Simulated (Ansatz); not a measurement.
In doubt: one-shot GW on d or f shells is unsure (in some of the runs), so the values of those runs are not to be relied on.

System: CsCu2I3 (Cmcm).

```
Cs Cu I
1.0
     5.27395   -6.58625    0.00000
     5.27395    6.58625    0.00000
     0.00000    0.00000    6.09718
Cs Cu I
2 4 6
Direct
  0.32780 0.67220 0.25000
  0.67220 0.32780 0.75000
  0.85100 0.85100 0.00000
  0.14900 0.14900 0.50000
  0.14900 0.14900 0.00000
  0.85100 0.85100 0.50000
  0.87960 0.12040 0.25000
  0.12040 0.87960 0.75000
  0.83600 0.59800 0.25000
  0.16400 0.40200 0.75000
  0.59800 0.83600 0.75000
  0.40200 0.16400 0.25000
```

The cell and positions come from the Crystallography Open Database and are kept as given unless a step says otherwise. Spin-orbit coupling is left out unless a run names it. PAW set soft_2, made with PBE.

Gaps computed with Ansatz 0.2.0 without a self-energy: LDA 1.78 eV, r2SCAN 2.50 eV, r2SCAN+SOC 2.41 eV, HSE06 3.36 eV and PBE0 4.05 eV.

What gap should G0W0 on r2SCAN give (2×2×2 mesh, 961 empty bands, screening to 100 eV, default PAW files)?

About 3.35 eV: on its mesh the run moves the gap from 2.50 eV by +0.86 eV. Among the scalar-relativistic levels given, HSE06 is nearest (+0.01 eV). Spin-orbit coupling is not in that value; its −0.09 eV at the r2SCAN level would bring it to about 3.26 eV. Bands and cutoff are finite, so the gap is not at the basis limit. The miss can reach some tenths of an eV and take either sign; the mesh is an error of its own. The 2×2×2 mesh is coarse for this cell (its supercell is 12 Å along the shortest edge). The RPA ε∞ on it, from the r2SCAN start, is 3.81, 3.88 and 3.94; such meshes misread the long-range screening, most where the gap is narrow. A d shell, filled or nearly so, lies near the gap. One-shot GW converges very slowly in bands there, not always from below, and on a semilocal start the gap tends to come out low; starts rich in exact exchange can overshoot instead. The many-body steps are scalar-relativistic: spin-orbit coupling is not in them.

[Paths, hosts, dates, memory and timing lines, banners, echoed tables and standing remarks are left out of the program output.]

[Logs are printed without paths, hosts, clocks, repeated set-up lines and the standing remarks that a program may print on its own settings, such as how far it seeks lower states.]

[Runs of the session that timed out or met a known fault of the program may be left out.]

[Cells called generated may have been cut or substituted from an entry of the Crystallography Open Database or the Materials Project.]

[Hosts, paths, dates, database ids (printed as entryN), source tags and the programs' standing remarks are cut or masked in the printed files.]
